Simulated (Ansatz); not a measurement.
# ZnNi3C (Pm-3m): a soft mode frozen in, part 3 of 3

Aim: this structure of ZnNi3C (Pm-3m) is to be tested for unstable modes, and one is followed downhill.

Ansatz 0.2.0; DFT PBEsol, scalar-relativistic, plane waves, PAW; PAW set soft_1.

So far. Step 5 (Energy along the mode, all amplitudes (two of the runs …): The lowest of the steps tried is at 0.08 Å, 0.139 meV/atom below the parent; the bottom of the well need not coincide with a step. Step 7 (The new phase in its own primitive cell): The largest force component left is 0.16 meV/Å and the pressure is -0.002 GPa, within the tolerances set. The cell now holds 10.29 Å³/atom. The relaxed cell has a, b, c = 7.435, 3.721, 3.721 Å (conventional setting).

## 8. Modes of the new phase, k-mesh 6×10×10

A relaxed structure may still be a saddle point, so its zone-centre modes are computed. No field response is asked, since the mesh shows no gap.

Input file input.yaml:

```yaml
crystal:
  lattice:
    - [7.4354481966, 0.0, 0.0]
    - [0.0, 3.7205783462, 0.0]
    - [0.0, 0.0, 3.7212867814]
  atoms:
    - { symbol: Zn, position: [0.75, 0.0, 0.9943418751] }
    - { symbol: Zn, position: [0.25, 0.0, 0.0056581249] }
    - { symbol: Ni, position: [0.5, 0.5, 0.0] }
    - { symbol: Ni, position: [0.0, 0.5, 0.0] }
    - { symbol: Ni, position: [0.75, 0.5, 0.4846982511] }
    - { symbol: Ni, position: [0.25, 0.5, 0.5153017489] }
    - { symbol: Ni, position: [0.5, 0.0, 0.5] }
    - { symbol: Ni, position: [0.0, 0.0, 0.5] }
    - { symbol: C, position: [0.5, 0.5, 0.5] }
    - { symbol: C, position: [0.0, 0.5, 0.5] }
kpoints:
  mp_grid: { grid: [6, 10, 10] }
hamiltonian:
  xc: pbesol
  pseudopotentials: { kind: paw, azcp: { folder: soft_1 }, xc_functional: pbe }
scf:
  occupations: { method: methfessel_paxton, width: 0.2 }
output:
  eigenvalues: true
phonons:
  method: dfpt
```

Launch:

```console
$ ansatz run input.yaml --threads 4 --pin off --max-ram 10240MiB --backend cpu --events-out ev --progress --plain --runs-dir out
```

Numbers of over 12 decimals in the logs are rounded to 6 here.

What it wrote:

```text
zone centre: on kpoints.mp_grid the ground state, and the responses unless they are solved on pairs of k-points, stand on 192 of the mesh's 600 k-points, reduced under 2 symmetry operations, with k and −k counted as one. Each operation leaves every solved displacement unchanged or reverses it
Engine: ansatz 0.2.0, x86_64-unknown-linux-gnu
Pseudopotentials: kind: paw
Pseudopotential: Zn, paw, valence charge 12, recommended cutoff 420 eV (normal), soft_1/Zn.paw.azcp
Pseudopotential: Ni, paw, valence charge 18, recommended cutoff 420 eV (normal), soft_1/Ni.paw.azcp
Pseudopotential: C, paw, valence charge 4, recommended cutoff 420 eV (normal), soft_1/C.paw.azcp
Functional definition: PBEsol
  exchange = pbesol_x
  correlation = pbesol_c
Crystal: 10 atoms, lattice volume = 102.946 Å³
Basis set: ecut = 420 eV, 2041 PW (Γ), exchange–correlation on 100×50×50 points (8 copies of the dense FFT grid, shifted against one another)
Bands: 84, of which v1, the nominal top of the filled ones, is band 70 counted from 1 (69 counted from 0)
Symmetry: 8 space group operations
k-points: 192 of 600 (irreducible under 2 space group operations, time reversal used)
Non-local potential: Zn, projectors of the file, l = 0: 2, l = 1: 2, l = 2: 3, l = 3: 1
Non-local potential: Ni, projectors of the file, l = 0: 3, l = 1: 2, l = 2: 3, l = 3: 1
Non-local potential: C, projectors of the file, l = 0: 2, l = 1: 2, l = 2: 1
PAW form: soft (Blöchl's): semilocal exchange-correlation on the pseudo side does not see the compensation charge
PAW frozen core: Zn, regenerated for the run's functional, and the local potential with it (the file was generated under x = pbe(κ = 0.804, μ = 0.219515), c = pbe(β = 0.066725))
PAW frozen core: Ni, regenerated for the run's functional, and the local potential with it (the file was generated under x = pbe(κ = 0.804, μ = 0.219515), c = pbe(β = 0.066725))
PAW frozen core: C, regenerated for the run's functional, and the local potential with it (the file was generated under x = pbe(κ = 0.804, μ = 0.219515), c = pbe(β = 0.066725))
PAW one-centre angular grid: Zn, 590 points (default); XC on 64 Gauss nodes
PAW one-centre angular grid: Ni, 590 points (default); XC on 64 Gauss nodes
PAW one-centre angular grid: C, 110 points (default); XC on 64 Gauss nodes
Initial density: superposition of atomic densities (chi_scale 0.1, normalization cell, long waves kept (reshape's long-wave potential 0.01 eV rms))
Initial wavefunctions: pseudopotential atomic-orbital guess
Functional: x = pbesol(κ = 0.804, μ = 0.123457), c = pbesol(β = 0.046)
SCF iter   1: F=—  HF=-41888.045462 eV  |F-HF|=—  |Δ(HF+E_count)|=         —  Δρ=7.30e-2  dr2=6.80e0  ethr=3.10e-3  ⟨swp⟩=5.1  Hψ=58255  notcnv=0  defer=35
preconditioner: auto → Kerker (q_TF=auto, 2.872 Å⁻¹)  [metal: Δε(μ)=0.002 eV  Ē_g=8.721 eV  σ=0.200 eV  W_gap=0.01  n_scr=38 (ndim 8)  ℏωp=35.1 eV  f_vac=0.000  D(μ)=10.66/eV (n_scr^D=150)]
SCF iter   2: F=—  HF=-41886.788440 eV  |F-HF|=—  |Δ(HF+E_count)|=    1.26e0  S|Δr|=    0.00e0  Δρ=3.47e-2  dr2=2.24e0  ethr=3.10e-3  ⟨swp⟩=2.6  Hψ=20800  notcnv=0  defer=960
SCF iter   3: F=—  HF=-41886.200443 eV  |F-HF|=—  |Δ(HF+E_count)|=   5.88e-1  S|Δr|=    0.00e0  Δρ=1.75e-2  dr2=6.47e-1  ethr=1.60e-3  ⟨swp⟩=2.1  Hψ=28058  notcnv=0  defer=921
SCF iter   4: F=—  HF=-41886.036193 eV  |F-HF|=—  |Δ(HF+E_count)|=   1.64e-1  S|Δr|=    0.00e0  Δρ=7.55e-3  dr2=5.16e-2  ethr=4.62e-4  ⟨swp⟩=2.0  Hψ=25088  notcnv=0  defer=921
SCF iter   5: F=—  HF=-41886.031064 eV  |F-HF|=—  |Δ(HF+E_count)|=   5.13e-3  S|Δr|=    0.00e0  Δρ=4.12e-3  dr2=9.53e-3  ethr=3.69e-5  ⟨swp⟩=2.1  Hψ=24300  notcnv=0  defer=892
SCF iter   6: F=—  HF=-41886.028845 eV  |F-HF|=—  |Δ(HF+E_count)|=   2.22e-3  S|Δr|=    0.00e0  Δρ=1.58e-3  dr2=1.25e-3  ethr=6.81e-6  ⟨swp⟩=2.0  Hψ=23733  notcnv=0  defer=892
SCF iter   7: F=—  HF=-41886.028389 eV  |F-HF|=—  |Δ(HF+E_count)|=   4.56e-4  S|Δr|=    0.00e0  Δρ=2.85e-4  dr2=5.22e-5  ethr=8.93e-7  ⟨swp⟩=2.0  Hψ=23627  notcnv=0  defer=892
SCF iter   8: F=—  HF=-41886.028407 eV  |F-HF|=—  |Δ(HF+E_count)|=   1.81e-5  S|Δr|=    0.00e0  Δρ=9.79e-5  dr2=8.50e-6  ethr=3.73e-8  ⟨swp⟩=2.3  Hψ=25382  notcnv=0  defer=892
SCF iter   9: F=—  HF=-41886.028428 eV  |F-HF|=—  |Δ(HF+E_count)|=   2.16e-5  S|Δr|=    0.00e0  Δρ=2.88e-5  dr2=5.56e-7  ethr=6.07e-9  ⟨swp⟩=2.2  Hψ=21842  notcnv=0  defer=892
SCF iter  10: F=—  HF=-41886.028428 eV  |F-HF|=—  |Δ(HF+E_count)|=   1.01e-7  S|Δr|=    0.00e0  Δρ=1.68e-5  dr2=1.74e-7  ethr=3.97e-10  ⟨swp⟩=2.0  Hψ=25184  notcnv=0  defer=892
SCF iter  11: F=—  HF=-41886.028428 eV  |F-HF|=—  |Δ(HF+E_count)|=   1.39e-8  S|Δr|=    0.00e0  Δρ=2.85e-6  dr2=4.62e-9  ethr=1.25e-10  ⟨swp⟩=2.3  Hψ=23634  notcnv=0  defer=892
SCF iter  12: F=—  HF=-41886.028428 eV  |F-HF|=—  |Δ(HF+E_count)|=   2.28e-9  S|Δr|=    0.00e0  Δρ=1.83e-6  dr2=2.15e-9  ethr=3.30e-12  ⟨swp⟩=2.0  Hψ=23820  notcnv=0  defer=892
SCF iter  13: F=—  HF=-41886.028428 eV  |F-HF|=—  |Δ(HF+E_count)|=  4.37e-10  S|Δr|=    0.00e0  Δρ=3.48e-7  dr2=1.16e-10  ethr=1.53e-12  ⟨swp⟩=2.3  Hψ=21353  notcnv=0  defer=892
SCF iter  14: F=—  HF=-41886.028428 eV  |F-HF|=—  |Δ(HF+E_count)|=  6.55e-11  S|Δr|=    0.00e0  Δρ=1.56e-7  dr2=1.93e-11  ethr=1.00e-12  ⟨swp⟩=1.0  Hψ=15216  notcnv=0  defer=892
SCF iter  15: F=-41886.028428 eV  HF=-41886.028428 eV  |F-HF|=1.46e-11  |Δ(HF+E_count)|=  7.28e-12  S|Δr|=    0.00e0  Δρ=7.81e-8  dr2=3.17e-12  ethr=1.00e-12  ⟨swp⟩=12.7  Hψ=93089  notcnv=0
SCF 1 converged in 15 iterations: F = -41886.028428 eV  dr2 = 3.17e-12
[...]
DFPT response loops at Γ: preconditioner auto → Kerker (q_TF=auto, 2.872 Å⁻¹) (partly filled bands, converged f_vac=0.000); β = 1.00, the filter's whole step (`scf.mixing.beta` (0.50) is not read by the response loops under this deck's `scf.mixing.preconditioner`; to damp them name `kerker` or `kerker_dos`, under which they read `scf.mixing.beta`, and type it under 1.00, their step now; both keys bind the ground state too); Broyden in place of MSR1
```

It took 18 min on 4 threads of Intel Xeon Platinum 8375C at 2.90GHz (Ice Lake), shared host; peak memory 5.1 GiB.

The run was cut off at the time limit after its SCF cycle had converged; no result of it is taken.

The program's message: “Warning:”

## 9. Summary of results

```yaml
unstable_mode_of_the_parent: q = (0, 0, -0.5), 48i cm⁻¹
depth_at_the_lowest_point_sampled: 0.139 meV/atom
largest_atomic_shift_at_that_point: 0.08 Å
space_group_reached_within_0p01_a: Pmma
energy_gained_over_the_parent_first_relaxation_on_the_mesh_of_the_frozen_mode: 0.181 meV/atom
volume_per_atom_phase_reached: 10.3 Å³
```

Along this mode the structure falls into Pmma, 0.181 meV/atom below the parent. At the parent's cell the well is 0.139 meV/atom deep on the steps tried, with its lowest point at a shift of 0.08 Å. Relaxing atoms and cell changes the gain by +0.04 meV/atom against the lowest step (energies at zero smearing). The modes of the phase reached were not computed on this path. How so shallow a well moves with the k mesh was not tested. Of the 3 patterns followed to their end from this parent, this one ends 0.108 meV/atom above the lowest, Cmcm. Another end point lies within 1 meV/atom; how such a difference moves with mesh and cutoff was not tested. Each path keeps the symmetry of its pattern, so a lower phase may lie along a pattern not tried. The q mesh stands for a supercell only 7.4 Å across, so branches between the solved wavevectors are rough. With no gap, or one that is small against the smearing, the frequencies hang on the k mesh and the smearing, most of all near Kohn anomalies. The phonon runs are without spin polarisation, although Ni often carries a moment. The PAW files were made for PBE and serve the other functionals too.

[Logs are printed without paths, hosts, clocks, repeated set-up lines and the standing remarks that a program may print on its own settings, such as how far it seeks lower states.]

[Hosts, paths, dates, database ids (printed as entryN), source tags and the programs' standing remarks are cut or masked in the printed files.]
